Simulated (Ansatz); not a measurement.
Rows from a G0W0 calculation on AlH3 (Fd-3m) (Ansatz 0.2.0; G0W0 on LDA, plane waves, PAW; 4×4×4 mesh, 136 empty bands, screening to 48 eV), in eV. Spin-orbit coupling is left out.

```
row      Σx     Σc     Vxc     Z
  A   -3.48  -3.52   -7.91  0.81
  B  -15.54   2.36  -12.27  0.78
  C   -2.99  -3.31   -7.07  0.82
  D  -16.37   3.49  -11.79  0.73
```

Q: Which rows are filled states and which are empty ones, and how can one tell?

Filled: B and D. Empty: A and C. The sign of Σc tells: for a filled state bare exchange, which holds its interaction with itself, lies below Vxc (Σx − Vxc is -3.3 eV or lower here) and screening gives part back as a positive Σc. For an empty state Σx lies above Vxc (+4.1 eV or more) and the Coulomb hole leaves Σc negative.

[Paths, hosts, dates, memory and timing lines, banners, echoed tables and standing remarks are left out of the program output.]

[Logs are printed without paths, hosts, clocks, repeated set-up lines and the standing remarks that a program may print on its own settings, such as how far it seeks lower states.]

[Runs of the session that timed out or met a known fault of the program may be left out.]

[Cells called generated may have been cut or substituted from an entry of the Crystallography Open Database or the Materials Project.]

[Hosts, paths, dates, database ids (printed as entryN), source tags and the programs' standing remarks are cut or masked in the printed files.]
